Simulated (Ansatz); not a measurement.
## NbAl2 in the C11b ordering: lattice stability ahead of a resistivity run

The plan: relax NbAl2 in the C11b ordering, check its phonons, and, if the lattice is stable, compute its Eliashberg function and ρ(T).

Calculated with Ansatz 0.2.0; DFT PBE, scalar-relativistic, plane waves, PAW.

Most raw output is cut from this account.

The structure was built from a prototype and need not be the compound's stable phase.

## Step 1: The starting structure

It takes space group I4/mmm (No. 139, tetragonal). Conventional cell: a = 3.243 Å, b = 3.243 Å, c = 9.730 Å, α = 90.00°, β = 90.00°, γ = 90.00°. Nb has 8 Al at 2.81 Å nearest. Al has 4 Al at 2.81 Å and 4 Nb at 2.81 Å nearest. Farther neighbours are not listed.

Structure file:

```cif
data_structure
_symmetry_space_group_name_H-M 'I4/mmm'
_symmetry_Int_Tables_number 139
_cell_length_a 3.2435
_cell_length_b 3.2435
_cell_length_c 9.7305
_cell_angle_alpha 90.000
_cell_angle_beta 90.000
_cell_angle_gamma 90.000
_cell_volume 102.37
loop_
_atom_site_label
_atom_site_type_symbol
_atom_site_symmetry_multiplicity
_atom_site_Wyckoff_symbol
_atom_site_fract_x
_atom_site_fract_y
_atom_site_fract_z
_atom_site_occupancy
Nb1 Nb 2 a 0.00000 0.00000 0.00000 1
Al1 Al 4 e 0.00000 0.00000 0.33333 1
```

## Step 2: Relaxation

The structure is brought to rest under this functional.

input.yaml

```yaml
crystal:
  lattice:
    - [3.24349, 0.0, 0.0]
    - [0.0, 3.24349, 0.0]
    - [1.62175, 1.62175, 4.86524]
  atoms:
    - { symbol: Nb, position: [0.0, 0.0, 0.0] }
    - { symbol: Al, position: [0.66666667, 0.66666667, 0.66666667] }
    - { symbol: Al, position: [0.33333333, 0.33333333, 0.33333333] }
kpoints:
  mp_grid: { grid: [10, 10, 10] }
hamiltonian:
  xc: pbe
scf:
  occupations: { method: gaussian, width: 0.1 }
output:
  forces: true
  stress: true
  eigenvalues: true
  write_density: true
  write_potential: true
  elf: true
  volumetric_format: npy
relax:
  adjacent_minimum: "off"
  f_tol: 0.005
  max_steps: 80
  cell: { stress_tol: 0.05 }
```

Run with:

```sh
ansatz run input.yaml --threads 4 --pin off --max-ram 8192MiB --backend cpu --events-out ev --progress --plain --runs-dir out
```

Wall time 8.8 s (4 threads of Arm Neoverse V1, shared host); peak memory 0.4 GiB.

The steps of the relaxation:

| step | energy less that of the first step (eV) | largest force component (eV/Å) | pressure (GPa) | volume (Å³) |
| --- | --- | --- | --- | --- |
| 1 | 0.0000 | 0.3706 | -2.67 | 51.18 |
| 2 | -0.0559 | 0.0259 | 2.28 | 48.75 |
| 3 | -0.0623 | 0.1049 | -0.66 | 49.84 |
| 4 | -0.0638 | 0.0042 | -0.12 | 49.67 |
| 5 | -0.0639 | 0.0027 | 0.08 | 49.59 |
| 6 | -0.0639 | 0.0009 | -0.03 | 49.63 |
| 7* | -0.0638 | 0.0008 | -0.03 | 49.63 |

Relaxation steps marked * repeat the geometry before them on a plane-wave basis chosen anew for their cell, so energy and pressure can jump there.

Forces are held to the 16 operations that the run works with; a distortion that breaks them can't arise in this run.

| conventional cell, symmetrised | before | after | change |
| --- | --- | --- | --- |
| a (Å) | 3.243 | 3.138 | -3.3 % |
| b (Å) | 3.243 | 3.138 | -3.3 % |
| c (Å) | 9.730 | 10.082 | +3.6 % |
| volume (Å³/atom) | 17.06 | 16.54 | -3.0 % |

The atoms that moved most (Å, as changes of fractional coordinates times the final cell):

| atom | dx | dy | dz | length |
| --- | --- | --- | --- | --- |
| Al3 | 0.000 | 0.000 | 0.055 | 0.055 |
| Al2 | 0.000 | 0.000 | -0.055 | 0.055 |

Final coordinates:

```xyz
3
Lattice="3.1378 0.0000 0.0000 0.0000 3.1378 0.0000 1.5689 1.5689 5.0412" Properties=species:S:1:pos:R:3 pbc="T T T"
Nb    0.0000    0.0000    0.0000
Al    3.1378    3.1378    3.3060
Al    1.5689    1.5689    1.7352
```

This step gave:

- pressure: -0.03335 GPa
- volume per atom: 16.54 Å³
- metallic on mesh: yes
- gap on the k-mesh: 0 eV

Valence density in the ac plane of the conventional cell at fractional y = 0.000, with atoms of Nb and Al within 0.2 Å of it. It is the smooth field of the valence electrons, not physical close to the nuclei.

Ten steps, logarithmic in the rise over the least value, from '0' (0.1 e/Å³) to '9' (5.0 e/Å³), each cell a mean:
```
99975433346899
88754333334678
44333222223334
22222222222222
22222222222222
23222222222232
11222222222221
00122222222200
01223322233210
22333322233332
22222333332222
22222333322222
22222333322222
33333333333333
22233322233322
00123222232210
00122222222210
22222222222222
33222222222223
22222222222222
33222222222223
55433322233455
99865333345789
99986433346899
```
Columns run along a (3.1 Å), rows up along c (10.1 Å), edges of the conventional cell, whose origin can differ from the input's. Atoms in or near the plane, at fractional coordinates: Nb at (0.00, 0.00), Al at (0.00, 0.33), Al at (0.00, 0.67).

ELF in the ac plane of the conventional cell at fractional y = 0.000, with atoms of Nb and Al within 0.2 Å of it. It is the smooth field of the valence electrons, not physical close to the nuclei.

Ten even steps from '_' (0.06) to '@' (0.74), each cell a mean:
```
##%%@@%%++--==++==--**@@@@%%
%%%%**==::--++**++----==##%%
::::::::==++####**++--::::::
====++++****######**++++====
%%%%####****++++++****##%%%%
##%%%%##**++======++**##%%%%
__..::==**++++==++++++==::__
..____--************++::____
____::++%%%%####%%%%##==..__
==++##%%%%%%######%%%%%%**++
########**************######
****++++++++++++++++++++++**
******++++++++++++++++++****
############******####%%####
::::++##%%%%%%##%%%%%%##==::
..____==############**--____
..____--++**++++++**++::____
----++****++======++****==--
%%%%%%##**++++==++++**##%%%%
######******************####
::----==++**######**++==--::
====--::--++**##**==::::--==
@@@@%%**----++**==--==##@@@@
--**@@@@**--====----##@@@@++
```
Columns run along a (3.1 Å), rows up along c (10.1 Å), edges of the conventional cell, whose origin can differ from the input's. Atoms in or near the plane, at fractional coordinates: Nb at (0.00, 0.00), Al at (0.00, 0.33), Al at (0.00, 0.67).

Electrostatic potential energy in the ac plane of the conventional cell at fractional y = 0.000, with atoms of Nb and Al within 0.2 Å of it. With pseudopotentials it is smooth inside the atoms' cores, unlike the true potential.

Ten even steps from '0' (-54 eV) to '9' (13 eV), each cell a mean:
```
00147999986300
33578999998643
88999999999988
99999999999999
99999999999999
88899999999988
77778999998777
98778999997788
87778999998778
77889999999877
99999999999999
99999999999999
99999999999999
88999999999998
77789999998777
88778999997778
88778999997778
77789999998877
99999999999999
99999999999999
99999999999999
77889999999877
11368999997521
00036899986200
```
Columns run along a (3.1 Å; values clipped at the 3rd and 97th percentile), rows up along c (10.1 Å), edges of the conventional cell, whose origin can differ from the input's. Atoms in or near the plane, at fractional coordinates: Nb at (0.00, 0.00), Al at (0.00, 0.33), Al at (0.00, 0.67).

The largest force is now 8.3e-4 eV/Å and the largest stress component 0.043 GPa.

## Step 3: Tight relaxation

Residual forces and stress shift phonon frequencies, so the cell is relaxed again, with tight thresholds and the mesh and smearing of this input.

input.yaml

```yaml
crystal:
  lattice:
    - [3.1377817658, 0.0, -1.6123e-06]
    - [0.0, 3.1377817658, -1.6123e-06]
    - [1.5688934733, 1.5688934733, 5.0411710482]
  atoms:
    - { symbol: Nb, position: [0.0, 0.0, 0.0] }
    - { symbol: Al, position: [0.6721011349, 0.6721011349, 0.6557977302] }
    - { symbol: Al, position: [0.3278988651, 0.3278988651, 0.3442022698] }
kpoints:
  mp_grid: { grid: [10, 10, 10] }
hamiltonian:
  xc: pbe
scf:
  occupations: { method: methfessel_paxton, width: 0.2 }
output:
  forces: true
  stress: true
  eigenvalues: true
relax:
  adjacent_minimum: "off"
  f_tol: 0.001
  max_steps: 60
  cell: { stress_tol: 0.01 }
```

Wall time 4.8 s (4 threads); peak memory 0.39 GiB.

Little changed from the start: no atom moved by 0.005 Å and no cell edge by 0.1 %.

Numbers from this step:

| Quantity | Value |
| --- | --- |
| pressure | 0.003715 GPa |

The largest force is now 4.5e-4 eV/Å and the largest stress component 0.0096 GPa, small enough for phonons.

## Step 4: Phonons: q 2×2×2, k 6×6×6

Before any scattering is computed, the phonons show whether the structure is a minimum.

input.yaml

```yaml
crystal:
  lattice:
    - [3.1363536373, 0.0, -1.6116e-06]
    - [0.0, 3.1363536373, -1.6116e-06]
    - [1.5681794102, 1.5681794102, 5.0435920952]
  atoms:
    - { symbol: Nb, position: [0.0, 0.0, 0.0] }
    - { symbol: Al, position: [0.6720789661, 0.6720789661, 0.6558420677] }
    - { symbol: Al, position: [0.3279210339, 0.3279210339, 0.3441579323] }
kpoints:
  mp_grid: { grid: [6, 6, 6] }
hamiltonian:
  xc: pbe
scf:
  occupations: { method: methfessel_paxton, width: 0.2 }
output:
  eigenvalues: true
phonons:
  method: dfpt
  qmesh: [2, 2, 2]
  temperatures: { t_max: 1000, t_step: 50 }
  qpath:
    path:
      - [[0.0, 0.0, 0.0], [0.5, 0.5, 0.5], [0.5, 0.5, 0.75], [0.5, 0.0, 0.5], [0.0, 0.0, 0.0], [0.0, 0.0, 0.5], [0.45166298, 0.0, 0.72583149]]
      - [[0.54833702, 0.0, 0.27416851], [0.0, 0.0, 0.0]]
      - [[0.5, 0.5, 0.5], [0.54833702, 0.45166298, 0.5]]
      - [[0.45166298, 0.45166298, 0.95166298], [0.0, 0.0, 0.5]]
    npoints: 10
```

Run time: 29 s. Hardware: 4 threads; peak memory 0.59 GiB; 1.8 min of CPU time.

Numbers from this step:

```yaml
share_of_imaginary_modes_in_the_plain_interpolation_between_solved_wavevectors: 0.1594
highest_frequency_solved_or_plainly_interpolated: 342.1 cm⁻¹
```

Solved on the 2×2×2 mesh alone; all other wavevectors are interpolated. Phonon branches along the path, in cm⁻¹:

| point | branch 1 | branch 2 | branch 3 | branch 4 | branch 5 | branch 6 | branch 7 | branch 8 | branch 9 |
| --- | --- | --- | --- | --- | --- | --- | --- | --- | --- |
| Γ | 0 | 0 | 0 | 220 | 220 | 267 | 273 | 273 | 322 |
| halfway | -104 | -27 | 131 | 184 | 208 | 227 | 299 | 305 | 325 |
| X | -109 | 80 | 143 | 183 | 206 | 262 | 280 | 317 | 328 |
| halfway | -101 | 42 | 160 | 182 | 200 | 264 | 277 | 319 | 326 |
| P | -72 | -72 | 181 | 184 | 184 | 270 | 273 | 323 | 323 |
| halfway | -85 | -62 | 100 | 179 | 212 | 258 | 283 | 317 | 324 |
| N | -140 | 19 | 107 | 160 | 236 | 245 | 255 | 312 | 340 |
| halfway | -34 | 28 | 103 | 180 | 204 | 216 | 268 | 321 | 332 |
| Γ | 0 | 0 | 0 | 220 | 220 | 267 | 273 | 273 | 322 |
| halfway | 67 | 76 | 76 | 200 | 200 | 236 | 282 | 282 | 335 |
| M | 110 | 123 | 123 | 172 | 172 | 199 | 289 | 289 | 342 |
| halfway | -90 | -28 | 102 | 195 | 232 | 239 | 274 | 292 | 330 |
| S | -142 | 39 | 43 | 206 | 236 | 243 | 246 | 318 | 331 |
| jump to S0 | -142 | 39 | 43 | 206 | 236 | 243 | 246 | 318 | 331 |
| halfway | -24 | 19 | 126 | 162 | 190 | 219 | 266 | 327 | 333 |
| Γ | 0 | 0 | 0 | 220 | 220 | 267 | 273 | 273 | 322 |
| jump to X | -109 | 80 | 143 | 183 | 206 | 262 | 280 | 317 | 328 |
| halfway | -108 | 80 | 144 | 182 | 203 | 263 | 279 | 318 | 328 |
| R | -103 | 79 | 146 | 178 | 195 | 268 | 278 | 319 | 327 |
| jump to G | -103 | 79 | 146 | 178 | 195 | 268 | 278 | 319 | 327 |
| halfway | -79 | 72 | 79 | 176 | 190 | 266 | 285 | 303 | 326 |
| M | 110 | 123 | 123 | 172 | 172 | 199 | 289 | 289 | 342 |

Lowest modes at the softest wavevector of the mesh. Modes at q = (0.000, 0.500, 0.000), with each element's share of the kinetic energy (negative means imaginary):

| mode | frequency (cm⁻¹) | Nb % | Al % |
| --- | --- | --- | --- |
| 1 | -139.5 | 65 | 35 |
| 2 | 19.1 | 99 | 1 |
| 3 | 106.6 | 83 | 17 |
| 4 | 159.7 | 0 | 100 |
| 5 | 235.5 | 0 | 100 |
| 6 | 245.1 | 1 | 99 |

Displacements in mode 1 (-139.5 cm⁻¹), the largest set to 1, in the home cell:
```
Nb1  0.00  1.00 -0.28
Al2  0.00  0.49 -0.88
Al3  0.00 -0.49  0.88
```

Displacements in mode 2 (19.1 cm⁻¹), the largest set to 1, in the home cell:
```
Nb1  1.00  0.00  0.00
Al2 -0.14  0.00  0.00
Al3  0.14  0.00  0.00
```

Among the solved wavevectors the lowest mode, translations apart, is -140 cm⁻¹, imaginary.

## Step 5: Lattice stability: q 2×2×2, k 8×8×8

An imaginary mode on so few k-points may come from the sampling, so the phonons are repeated with another k mesh.

Edit input.yaml of step 4 so:

```diff
@@ -10,3 +10,3 @@
 kpoints:
-  mp_grid: { grid: [6, 6, 6] }
+  mp_grid: { grid: [8, 8, 8] }
 hamiltonian:
```

The mesh is denser.

It took 59 s on 4 threads; peak memory 0.81 GiB; 3.8 min of CPU time.

Numbers from this step:

```yaml
share_of_imaginary_modes_in_the_plain_interpolation_between_solved_wavevectors: 0.1236
highest_frequency_solved_or_plainly_interpolated: 347.8 cm⁻¹
```

Solved on the 2×2×2 mesh alone; all other wavevectors are interpolated. The phonon branches at the labelled points (cm⁻¹):

| point | branch 1 | branch 2 | branch 3 | branch 4 | branch 5 | branch 6 | branch 7 | branch 8 | branch 9 |
| --- | --- | --- | --- | --- | --- | --- | --- | --- | --- |
| Γ | 0 | 0 | 0 | 218 | 218 | 269 | 274 | 274 | 310 |
| halfway | -83 | 26 | 142 | 179 | 217 | 224 | 300 | 301 | 326 |
| X | -107 | 64 | 144 | 199 | 203 | 255 | 279 | 305 | 314 |
| halfway | -100 | 15 | 158 | 197 | 198 | 259 | 277 | 307 | 313 |
| P | -76 | -76 | 181 | 181 | 196 | 264 | 273 | 310 | 310 |
| halfway | -71 | -11 | 115 | 183 | 214 | 253 | 282 | 319 | 321 |
| N | -119 | 90 | 124 | 170 | 236 | 241 | 256 | 329 | 343 |
| halfway | 37 | 65 | 111 | 185 | 206 | 216 | 267 | 322 | 335 |
| Γ | 0 | 0 | 0 | 218 | 218 | 269 | 274 | 274 | 310 |
| halfway | 72 | 81 | 81 | 200 | 200 | 229 | 283 | 283 | 334 |
| M | 118 | 130 | 130 | 174 | 174 | 188 | 290 | 290 | 348 |
| halfway | -77 | 37 | 120 | 194 | 234 | 237 | 275 | 302 | 336 |
| S | -120 | 61 | 96 | 223 | 233 | 243 | 244 | 334 | 335 |
| jump to S0 | -120 | 61 | 96 | 223 | 233 | 243 | 244 | 334 | 335 |
| halfway | 58 | 59 | 133 | 174 | 188 | 219 | 265 | 328 | 336 |
| Γ | 0 | 0 | 0 | 218 | 218 | 269 | 274 | 274 | 310 |
| jump to X | -107 | 64 | 144 | 199 | 203 | 255 | 279 | 305 | 314 |
| halfway | -105 | 64 | 144 | 198 | 200 | 257 | 279 | 306 | 314 |
| R | -99 | 65 | 146 | 191 | 194 | 263 | 277 | 309 | 314 |
| jump to G | -99 | 65 | 146 | 191 | 194 | 263 | 277 | 309 | 314 |
| halfway | -62 | 85 | 102 | 178 | 195 | 261 | 293 | 305 | 330 |
| M | 118 | 130 | 130 | 174 | 174 | 188 | 290 | 290 | 348 |

Lowest modes at the softest wavevector of the mesh. The modes at q = (0.000, 0.500, 0.000) (shares of kinetic energy by element, %) (negative means imaginary):

| mode | frequency (cm⁻¹) | Nb % | Al % |
| --- | --- | --- | --- |
| 1 | -119.3 | 61 | 39 |
| 2 | 90.2 | 99 | 1 |
| 3 | 124.0 | 85 | 15 |
| 4 | 169.6 | 0 | 100 |
| 5 | 235.7 | 0 | 100 |
| 6 | 241.3 | 1 | 99 |

Displacements in mode 1 (-119.3 cm⁻¹), the largest set to 1, in the home cell:
```
Nb1  0.00  1.00 -0.33
Al2  0.00  0.53 -0.97
Al3  0.00 -0.53  0.97
```

Displacements in mode 4 (169.6 cm⁻¹), the largest set to 1, in the home cell:
```
Nb1 0.00 0.00 0.00
Al2 0.00 1.00 0.98
Al3 0.00 1.00 0.98
```

The modes has structure finer than the step of the table below, so its rows give means over 20 cm⁻¹, whole bins alone (the curve runs from -132 to 368 cm⁻¹). Peaks (cm⁻¹: height): Al 122.8: 0.0108, 185.6: 0.0336, 276.7: 0.0343, 330.1: 0.0611; Nb -65.6: 0.0104, -43.6: 0.0105, 72.6: 0.0139, 110.2: 0.016, 210.7: 0.0166, 333.2: 0.00395.

Phonopy on the run's constants, 19x19x11 mesh, Gaussian sigma 3.6 cm⁻¹. The modes by wavenumber; means over each step; values in 1/cm⁻¹/cell:

| wavenumber (cm⁻¹) | Al | Nb |
| --- | --- | --- |
| -120 | 0.00138 | 0.00217 |
| -100 | 0.00344 | 0.00587 |
| -80 | 0.00407 | 0.00843 |
| -60 | 0.00380 | 0.00891 |
| -40 | 0.00314 | 0.00822 |
| -20 | 0.00162 | 0.00381 |
| 0 | 4.0e-4 | 8.9e-4 |
| 20 | 0.00153 | 0.00355 |
| 40 | 0.00231 | 0.00556 |
| 60 | 0.00412 | 0.0110 |
| 80 | 0.00352 | 0.0115 |
| 100 | 0.00370 | 0.0139 |
| 120 | 0.00860 | 0.0142 |
| 140 | 0.00452 | 0.00464 |
| 160 | 0.00391 | 9.4e-4 |
| 180 | 0.0262 | 0.00531 |
| 200 | 0.0281 | 0.0114 |
| 220 | 0.0234 | 0.0100 |
| 240 | 0.0160 | 0.00448 |
| 260 | 0.0270 | 0.00563 |
| 280 | 0.0316 | 0.00363 |
| 300 | 0.0218 | 0.00144 |
| 320 | 0.0480 | 0.00226 |
| 340 | 0.0277 | 0.00221 |

No LO-TO term; unit eigenvectors of the mass-weighted matrix. The modes at Γ (shares of kinetic energy by element, %):

| mode | frequency (cm⁻¹) | symmetry | Nb % | Al % |
| --- | --- | --- | --- | --- |
| 1 | 0.0 | unnamed | 63 | 37 |
| 2 | 0.0 | unnamed | 63 | 37 |
| 3 | 0.0 | unnamed | 63 | 37 |
| 4 | 217.7 | Eu | 37 | 63 |
| 5 | 217.7 | Eu | 37 | 63 |
| 6 | 268.9 | A2u | 37 | 63 |
| 7 | 273.9 | Eg | 0 | 100 |
| 8 | 273.9 | Eg | 0 | 100 |
| 9 | 310.3 | A1g | 0 | 100 |

Displacements in mode 4 (217.7 cm⁻¹), the largest set to 1:
```
Nb1 -0.04  0.58  0.00
Al2  0.07 -1.00  0.00
Al3  0.07 -1.00  0.00
```

Displacements in mode 6 (268.9 cm⁻¹), the largest set to 1:
```
Nb1  0.00  0.00  0.58
Al2  0.00  0.00 -1.00
Al3  0.00  0.00 -1.00
```

Among the solved wavevectors the lowest mode, translations apart, is -119 cm⁻¹, imaginary.

## Step 6: Phonons: Fermi–Dirac smearing of 0.3 eV

The phonons are repeated on the same meshes with a wide Fermi–Dirac smearing, to see whether the soft mode comes from sharp features of the Fermi surface.

Edit input.yaml of step 5 so:

```diff
@@ -14,3 +14,3 @@
 scf:
-  occupations: { method: methfessel_paxton, width: 0.2 }
+  occupations: { method: fermi_dirac, width: 0.3 }
 output:
```

The job ended after 65 s (4 threads; peak memory 0.85 GiB).

Numbers from this step:

```yaml
share_of_imaginary_modes_in_the_plain_interpolation_between_solved_wavevectors: 0.0416
highest_frequency_solved_or_plainly_interpolated: 340.5 cm⁻¹
```

Solved on the 2×2×2 mesh alone; all other wavevectors are interpolated. Phonon branches along the path, in cm⁻¹:

| point | branch 1 | branch 2 | branch 3 | branch 4 | branch 5 | branch 6 | branch 7 | branch 8 | branch 9 |
| --- | --- | --- | --- | --- | --- | --- | --- | --- | --- |
| Γ | 0 | 0 | 0 | 222 | 222 | 255 | 281 | 281 | 314 |
| halfway | -57 | 90 | 135 | 178 | 226 | 230 | 298 | 306 | 326 |
| X | -78 | 98 | 151 | 187 | 215 | 261 | 276 | 314 | 326 |
| halfway | -68 | 73 | 168 | 186 | 209 | 264 | 274 | 316 | 324 |
| P | -24 | -24 | 186 | 191 | 191 | 268 | 270 | 321 | 321 |
| halfway | 61 | 71 | 111 | 193 | 212 | 256 | 284 | 323 | 324 |
| N | -77 | 119 | 126 | 179 | 240 | 247 | 250 | 326 | 340 |
| halfway | 78 | 81 | 112 | 185 | 208 | 222 | 274 | 321 | 332 |
| Γ | 0 | 0 | 0 | 222 | 222 | 255 | 281 | 281 | 314 |
| halfway | 75 | 79 | 79 | 204 | 204 | 227 | 288 | 288 | 329 |
| M | 119 | 128 | 128 | 176 | 176 | 195 | 294 | 294 | 339 |
| halfway | -5 | 41 | 130 | 198 | 234 | 235 | 279 | 305 | 329 |
| S | -63 | 56 | 123 | 227 | 238 | 238 | 248 | 331 | 332 |
| jump to S0 | -63 | 56 | 123 | 227 | 238 | 238 | 248 | 331 | 332 |
| halfway | 78 | 101 | 124 | 182 | 185 | 225 | 272 | 326 | 334 |
| Γ | 0 | 0 | 0 | 222 | 222 | 255 | 281 | 281 | 314 |
| jump to X | -78 | 98 | 151 | 187 | 215 | 261 | 276 | 314 | 326 |
| halfway | -75 | 98 | 152 | 186 | 212 | 264 | 276 | 315 | 326 |
| R | -66 | 99 | 153 | 182 | 204 | 268 | 275 | 316 | 326 |
| jump to G | -66 | 99 | 153 | 182 | 204 | 268 | 275 | 316 | 326 |
| halfway | 61 | 86 | 119 | 179 | 199 | 260 | 292 | 311 | 326 |
| M | 119 | 128 | 128 | 176 | 176 | 195 | 294 | 294 | 339 |

Lowest modes at the softest wavevector of the mesh. The modes at q = (0.500, 0.500, 0.500) (shares of kinetic energy by element, %) (negative means imaginary):

| mode | frequency (cm⁻¹) | Nb % | Al % |
| --- | --- | --- | --- |
| 1 | -77.5 | 52 | 48 |
| 2 | 97.7 | 89 | 11 |
| 3 | 151.1 | 0 | 100 |
| 4 | 186.7 | 92 | 8 |
| 5 | 215.2 | 48 | 52 |
| 6 | 261.4 | 0 | 100 |

Displacements in mode 1 (-77.5 cm⁻¹), the largest set to 1, in the home cell:
```
Nb1 -0.79  0.79  0.00
Al2 -1.00  1.00  0.00
Al3  1.00 -1.00  0.00
```

Displacements in mode 5 (215.2 cm⁻¹), the largest set to 1, in the home cell:
```
Nb1 -0.74  0.74  0.00
Al2  1.00 -1.00  0.00
Al3 -1.00  1.00  0.00
```

Among the solved wavevectors the lowest mode, translations apart, is -77.5 cm⁻¹, imaginary.

Between step 5 and this run (occupations Fermi-Dirac and smearing width 0.3 eV) the value for the highest frequency, solved or plainly interpolated moves from 348 cm⁻¹ to 340 cm⁻¹ (-2 %).

## Step 7: Results

| Item | Value |
| --- | --- |
| phonon run of the rows without a label of their own | PBE, q 2×2×2, k 8×8×8 |
| softest mode on the q mesh | -119 cm⁻¹ at q = (0, 0.5, 0) |
| highest frequency, solved or plainly interpolated | 348 cm⁻¹ |

What this shows: The lattice is dynamically unstable at this level: a mode at q = (0, 0.5, 0) is imaginary, 119i cm⁻¹, so no harmonic coupling constant or resistivity is defined for this structure. These meshes are coarse, and single modes of a metal can move by tens of cm⁻¹ with the k mesh. The structure was built by hand as an ordered model, and its stability against other phases was not tested.

[Logs are printed without paths, hosts, clocks, repeated set-up lines and the standing remarks that a program may print on its own settings, such as how far it seeks lower states.]

[Hosts, paths, dates, database ids (printed as entryN), source tags and the programs' standing remarks are cut or masked in the printed files.]
